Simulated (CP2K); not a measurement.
Two runs for the C K edge of 2-acetyloxazole. Run A: CP2K XAS_TDP, all-electron GAPW, PBEh(45%), aug-cc-pVDZ, TDA, no relativity. Run B differs in one setting.

First lines with a strength over 0.0015. A:

| atom | energy (eV) | states | strength, one atom |
| --- | --- | --- | --- |
| C1 (bonded to C and 3 H) | 284.14 | 1 | 0.0054 |
|  | 284.73 | 1 | 0.0203 |
|  | 284.94 | 1 | 0.0203 |
|  | 285.46 | 1 | 0.0030 |
|  | 285.54 | 1 | 0.0018 |
| C2 (bonded to 2 C and O) | 281.84 | 1 | 0.0607 |
|  | 287.01 | 1 | 0.0139 |
|  | 287.49 | 1 | 0.0020 |
|  | 288.27 | 1 | 0.0029 |
|  | 288.48 | 1 | 0.0031 |
| C4 (bonded to C, N and O) | 282.57 | 1 | 0.0401 |
|  | 286.36 | 1 | 0.0241 |
|  | 287.08 | 1 | 0.0136 |
|  | 287.34 | 1 | 0.0047 |
|  | 287.91 | 1 | 0.0149 |
| C6 (bonded to C, N and H) | 282.54 | 1 | 0.0464 |
|  | 283.23 | 1 | 0.0098 |
|  | 285.27 | 1 | 0.0110 |
|  | 286.17 | 1 | 0.0015 |
|  | 286.32 | 1 | 0.0026 |
| C7 (bonded to C, O and H) | 282.40 | 1 | 0.0507 |
|  | 285.42 | 1 | 0.0069 |
|  | 286.08 | 1 | 0.0185 |
|  | 286.61 | 1 | 0.0164 |
|  | 287.19 | 1 | 0.0043 |

B:

| atom | energy (eV) | states | strength, one atom |
| --- | --- | --- | --- |
| C1 (bonded to C and 3 H) | 290.56 | 1 | 0.0053 |
|  | 291.15 | 1 | 0.0198 |
|  | 291.35 | 1 | 0.0199 |
|  | 291.88 | 1 | 0.0029 |
|  | 291.95 | 1 | 0.0017 |
| C2 (bonded to 2 C and O) | 288.25 | 1 | 0.0594 |
|  | 293.41 | 1 | 0.0136 |
|  | 293.90 | 1 | 0.0019 |
|  | 294.67 | 1 | 0.0029 |
|  | 294.88 | 1 | 0.0030 |
| C4 (bonded to C, N and O) | 288.07 | 1 | 0.0393 |
|  | 291.86 | 1 | 0.0237 |
|  | 292.58 | 1 | 0.0133 |
|  | 292.84 | 1 | 0.0047 |
|  | 293.40 | 1 | 0.0146 |
| C6 (bonded to C, N and H) | 288.41 | 1 | 0.0454 |
|  | 289.10 | 1 | 0.0096 |
|  | 291.13 | 1 | 0.0107 |
|  | 292.19 | 1 | 0.0025 |
|  | 292.51 | 1 | 0.0020 |
| C7 (bonded to C, O and H) | 288.21 | 1 | 0.0497 |
|  | 291.23 | 1 | 0.0067 |
|  | 291.89 | 1 | 0.0181 |
|  | 292.43 | 1 | 0.0161 |
|  | 293.00 | 1 | 0.0042 |

Question: Which was it: the functional, GW2X switched on, scalar relativity switched on, the basis?

GW2X switched on. GW2X shifts an atom's lines together and keeps their spacings. Against PBEh(45%) in aug-cc-pVDZ, the leading lines move by +6.42 eV (C1, to 291.15), +6.41 eV (C2, to 288.25), +5.50 eV (C4, to 288.07), +5.87 eV (C6, to 288.41) and +5.81 eV (C7, to 288.21).

[Hosts, paths, dates, database ids (printed as entryN), source tags and the programs' standing remarks are cut or masked in the printed files.]
